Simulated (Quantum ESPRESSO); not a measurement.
# Collinear magnetic orders of MnAlGe with Quantum ESPRESSO, part 2 of 2

Does MnAlGe prefer parallel or opposed moments, or none?

Quantum ESPRESSO 7.5; PBEsol; plane waves with GBRV 1.5 PBEsol potentials, no spin-orbit coupling.

So far, absolute magnetization (μB): step 2 (start 1: ferro ++) 4.02.

## Step 3: Run 2, typed as antiferro +−

File pw.in:

```
&CONTROL
  calculation = 'scf'
  prefix = 'pwscf'
  outdir = './tmp'
  pseudo_dir = './pseudo'
  disk_io = 'nowf'
/
&SYSTEM
  ibrav = 0
  celldm(1) = 8
  nat = 6
  ntyp = 4
  ecutwfc = 40
  ecutrho = 280
  nbnd = 43
  occupations = 'smearing'
  smearing = 'fd'
  degauss = 0.00734986
  nspin = 2
  starting_magnetization(1) = 0.2333
  starting_magnetization(2) = -0.2333
  starting_magnetization(3) = 0
  starting_magnetization(4) = 0
/
&ELECTRONS
  conv_thr = 1.2d-08
  electron_maxstep = 150
  mixing_beta = 0.3
/
ATOMIC_SPECIES
Mn1    54.9380 mn_pbesol_v1.5.uspp.F.UPF
Mn2    54.9380 mn_pbesol_v1.5.uspp.F.UPF
Al     26.9815 al_pbesol_v1.uspp.F.UPF
Ge     72.6300 ge_pbesol_v1.4.uspp.F.UPF
CELL_PARAMETERS alat
   0.9245485064732    0.0000000000000    0.0000000000000
   0.0000000000000    0.9245485064732    0.0000000000000
   0.0000000000000    0.0000000000000    1.4014681371756
ATOMIC_POSITIONS crystal
Mn1     0.0000000000    0.0000000000    0.0000000000
Mn2     0.5000000000    0.5000000000    0.0000000000
Al      0.5000000000    0.0000000000    0.7270000000
Al      0.0000000000    0.5000000000    0.2730000000
Ge      0.5000000000    0.0000000000    0.2800000000
Ge      0.0000000000    0.5000000000    0.7200000000
K_POINTS automatic
6 6 6 0 0 0
```

On the command line:

```console
$ OMP_NUM_THREADS=1 mpirun -n 4 pw.x -nk 4 -in pw.in > pw.out
```

The log of the run:

```text
[banner, memory and clock lines left out]
Program PWSCF v.7.5 starts

     Message from routine setup:
     using ibrav=0 with symmetry is DISCOURAGED, use correct ibrav instead

     bravais-lattice index     =            0
     lattice parameter (alat)  =       8.0000  a.u.
     unit-cell volume          =     613.3560 (a.u.)^3
     number of atoms/cell      =            6
     number of atomic types    =            4
     number of electrons       =        64.00
     number of Kohn-Sham states=           43
     kinetic-energy cutoff     =      40.0000  Ry
     charge density cutoff     =     280.0000  Ry
     scf convergence threshold =      1.2E-08
     mixing beta               =       0.3000
     number of iterations used =            8  plain     mixing
     Exchange-correlation= SLA  PW   PSX  PSC
                           (   1   4  10   8   0   0   0)

     celldm(1)=   8.000000  celldm(2)=   0.000000  celldm(3)=   0.000000
     celldm(4)=   0.000000  celldm(5)=   0.000000  celldm(6)=   0.000000

     crystal axes: (cart. coord. in units of alat)
               a(1) = (   0.924549   0.000000   0.000000 )
               a(2) = (   0.000000   0.924549   0.000000 )
               a(3) = (   0.000000   0.000000   1.401468 )

     reciprocal axes: (cart. coord. in units 2 pi/alat)
               b(1) = (  1.081609  0.000000  0.000000 )
               b(2) = (  0.000000  1.081609  0.000000 )
               b(3) = (  0.000000  0.000000  0.713537 )

     PseudoPot. # 1 for Mn read from file:
     mn_pbesol_v1.5.uspp.F.UPF
     Pseudo is Ultrasoft + core correction, Zval = 15.0

     PseudoPot. # 2 for Mn read from file:
     mn_pbesol_v1.5.uspp.F.UPF
     Pseudo is Ultrasoft + core correction, Zval = 15.0

     PseudoPot. # 3 for Al read from file:
     al_pbesol_v1.uspp.F.UPF
     Pseudo is Ultrasoft + core correction, Zval =  3.0

     PseudoPot. # 4 for Ge read from file:
     ge_pbesol_v1.4.uspp.F.UPF
     Pseudo is Ultrasoft + core correction, Zval = 14.0

     atomic species   valence    mass     pseudopotential
     Mn1              15.00    54.93800     Mn( 1.00)
     Mn2              15.00    54.93800     Mn( 1.00)
     Al                3.00    26.98150     Al( 1.00)
     Ge               14.00    72.63000     Ge( 1.00)

     Starting magnetic structure
     atomic species   magnetization
     Mn1             0.233
     Mn2            -0.233
     Al              0.000
     Ge              0.000

      8 Sym. Ops. (no inversion) found

   Cartesian axes

     site n.     atom                  positions (alat units)
         1        Mn1    tau(   1) = (   0.0000000   0.0000000   0.0000000  )
         2        Mn2    tau(   2) = (   0.4622743   0.4622743   0.0000000  )
         3        Al     tau(   3) = (   0.4622743   0.0000000   1.0188673  )
         4        Al     tau(   4) = (   0.0000000   0.4622743   0.3826008  )
         5        Ge     tau(   5) = (   0.4622743   0.0000000   0.3924111  )
         6        Ge     tau(   6) = (   0.0000000   0.4622743   1.0090571  )

     number of k points=    40  Fermi-Dirac smearing, width (Ry)=  0.0073
                       cart. coord. in units 2pi/alat
        k(    1) = (   0.0000000   0.0000000   0.0000000), wk =   0.0046296
        k(    2) = (   0.0000000   0.0000000   0.1189229), wk =   0.0092593
        k(    3) = (   0.0000000   0.0000000   0.2378458), wk =   0.0092593
        k(    4) = (   0.0000000   0.0000000  -0.3567687), wk =   0.0046296
        k(    5) = (   0.0000000   0.1802682   0.0000000), wk =   0.0185185
        [... 35 further k-points ...]

     Dense  grid:    48547 G-vectors     FFT dimensions: (  40,  40,  60)

     Smooth grid:    20925 G-vectors     FFT dimensions: (  30,  30,  45)

     Check: negative core charge=   -0.000024
     Generating pointlists ...
     new r_m :   0.2475 (alat units)  1.9802 (a.u.) for type    1
     new r_m :   0.2475 (alat units)  1.9802 (a.u.) for type    2
     new r_m :   0.2475 (alat units)  1.9802 (a.u.) for type    3
     new r_m :   0.2501 (alat units)  2.0010 (a.u.) for type    4

     Initial potential from superposition of free atoms

     starting charge      62.9935, renormalised to      64.0000
     Starting wfcs are   52 randomized atomic wfcs

     Self-consistent Calculation

     iteration #  1     ecut=    40.00 Ry     beta= 0.30
     Davidson diagonalization with overlap
     ethr =  1.00E-02,  avg # of iterations =  3.1

     total energy              =    -861.83452120 Ry
     estimated scf accuracy    <       1.00815556 Ry

     total magnetization       =    -0.00 Bohr mag/cell
     absolute magnetization    =     5.19 Bohr mag/cell

     iteration #  2     ecut=    40.00 Ry     beta= 0.30
     Davidson diagonalization with overlap
     ethr =  1.58E-03,  avg # of iterations =  2.0

     total energy              =    -861.87107066 Ry
     estimated scf accuracy    <       0.23672480 Ry

     total magnetization       =    -0.00 Bohr mag/cell
     absolute magnetization    =     5.52 Bohr mag/cell

     [... further iterations left out ...]

     iteration # 16     ecut=    40.00 Ry     beta= 0.30
     Davidson diagonalization with overlap
     ethr =  4.67E-11,  avg # of iterations =  3.4

     total energy              =    -861.93585778 Ry
     estimated scf accuracy    <       0.00000002 Ry

     total magnetization       =    -0.00 Bohr mag/cell
     absolute magnetization    =     4.69 Bohr mag/cell

     iteration # 17     ecut=    40.00 Ry     beta= 0.30
     Davidson diagonalization with overlap
     ethr =  3.00E-11,  avg # of iterations =  1.9

     Magnetic moment per site  (integrated on atomic sphere of radius R)
     atom   1 (R=0.248)  charge= 13.5040  magn=  2.0553
     atom   2 (R=0.248)  charge= 13.5039  magn= -2.0558
     atom   3 (R=0.248)  charge=  1.2451  magn=  0.0000
     atom   4 (R=0.248)  charge=  1.2451  magn=  0.0000
     atom   5 (R=0.250)  charge= 12.1089  magn=  0.0000
     atom   6 (R=0.250)  charge= 12.1089  magn=  0.0000

     End of self-consistent calculation

     [... lines left out ...]
     the Fermi energy is    12.0469 ev

!    total energy              =    -861.93585778 Ry
     estimated scf accuracy    <          2.7E-09 Ry
     smearing contrib. (-TS)   =      -0.01222532 Ry
     internal energy E=F+TS    =    -861.92363247 Ry

     The total energy is F=E-TS. E is the sum of the following terms:
     one-electron contribution =    -581.17470651 Ry
     hartree contribution      =     334.53989431 Ry
     xc contribution           =    -176.68975237 Ry
     ewald contribution        =    -438.59906790 Ry

     total magnetization       =    -0.00 Bohr mag/cell
     absolute magnetization    =     4.69 Bohr mag/cell

     convergence has been achieved in  17 iterations
```

Run time: 58 s. Hardware: 4 MPI ranks of Intel Xeon Platinum 8488C (Sapphire Rapids), shared host; peak memory 0.63 GiB; 3.8 min of CPU time.

Spin moment in the atom's sphere by atom:

| atom | spin moment in the atom's sphere (μB) |
| --- | --- |
| Mn1 | 2.06 |
| Mn2 | -2.06 |
| Al3 | 0.00 |
| Al4 | 0.00 |
| Ge5 | 0.00 |
| Ge6 | 0.00 |

This step gave:

```
smearing term TS       : 0.1663 eV
magnetization          : 0 μB
absolute magnetization : 4.686 μB
final state            : antiferromagnetic
```

## Step 4: Run 3, typed as no spin polarisation

Changes to pw.in since step 3:

```diff
@@ -11,3 +11,3 @@
   nat = 6
-  ntyp = 4
+  ntyp = 3
   ecutwfc = 40
@@ -18,7 +18,2 @@
   degauss = 0.00734986
-  nspin = 2
-  starting_magnetization(1) = 0.2333
-  starting_magnetization(2) = -0.2333
-  starting_magnetization(3) = 0
-  starting_magnetization(4) = 0
 /
@@ -30,4 +25,3 @@
 ATOMIC_SPECIES
-Mn1    54.9380 mn_pbesol_v1.5.uspp.F.UPF
-Mn2    54.9380 mn_pbesol_v1.5.uspp.F.UPF
+Mn     54.9380 mn_pbesol_v1.5.uspp.F.UPF
 Al     26.9815 al_pbesol_v1.uspp.F.UPF
@@ -39,4 +33,4 @@
 ATOMIC_POSITIONS crystal
-Mn1     0.0000000000    0.0000000000    0.0000000000
-Mn2     0.5000000000    0.5000000000    0.0000000000
+Mn      0.0000000000    0.0000000000    0.0000000000
+Mn      0.5000000000    0.5000000000    0.0000000000
 Al      0.5000000000    0.0000000000    0.7270000000
```

The log of the run:

```text
     [... lines left out ...]
Program PWSCF v.7.5 starts
     [... lines left out ...]
     number of atoms/cell      =            6
     [... lines left out ...]
     number of electrons       =        64.00
     number of Kohn-Sham states=           43
     kinetic-energy cutoff     =      40.0000  Ry
     charge density cutoff     =     280.0000  Ry
     scf convergence threshold =      1.2E-08
     [... lines left out ...]
     16 Sym. Ops., with inversion, found ( 8 have fractional translation)
     [... lines left out ...]
     number of k points=    40  Fermi-Dirac smearing, width (Ry)=  0.0073
     [... lines left out ...]
     iteration # 12     ecut=    40.00 Ry     beta= 0.30
     [... lines left out ...]
     the Fermi energy is    11.8426 ev
!    total energy              =    -861.91963432 Ry
     estimated scf accuracy    <          4.7E-09 Ry
     smearing contrib. (-TS)   =      -0.01992520 Ry
     [... lines left out ...]
     convergence has been achieved in  12 iterations
```

It took 24 s on 4 MPI ranks; peak memory 0.52 GiB.

Numbers from this step:

- smearing term TS: 0.2711 eV
- final state: non-magnetic (no spin polarisation)

## Step 5: Energies of the orders

An order is kept where moments of 0.15 μB or more survive with the typed signs; meshes match where a doubled cell samples the same k points as the first cell.

Orders:

| start | final state | typed order kept | energy over the lowest (meV a seeded atom) | largest site moment (μB) | net moment (μB a cell of the first run) | mesh matched | CPU time (s) |
| --- | --- | --- | --- | --- | --- | --- | --- |
| ferro ++ | ferromagnetic | yes | 0 | 1.786 | 3.495 | yes | 188.7 |
| antiferro +- | antiferromagnetic | yes | 140.9 | 2.056 | 0 | yes | 230.7 |
| no spin polarisation | non-magnetic | - | 251.3 | 0 | 0 | yes | 94.03 |

## Step 6: Summary of results

```yaml
lowest_state_found: ferromagnetic (from ferro ++)
largest_site_moment: 1.79 μB
next_state_with_moments: antiferromagnetic, 141 meV a seeded atom higher
state_without_moments: 251 meV a seeded atom higher
```

What this shows: This is the lowest of 3 collinear or spinless starts, no proof of the ground state. Energies are free energies at an electronic temperature of 1160 K, which lowers moments and differences where the moments are itinerant.

[Logs and program files are shortened in this print: banners, set-up blocks, solver, clock and traceback lines can be left out without a mark of their own.]

[Logs are printed without paths, hosts, clocks, repeated set-up lines and the standing remarks that a program may print on its own settings, such as how far it seeks lower states.]

[Hosts, paths, dates, database ids (printed as entryN), source tags and the programs' standing remarks are cut or masked in the printed files.]

[Where a cell is said to come from a database of computed structures, the database is the Materials Project.]
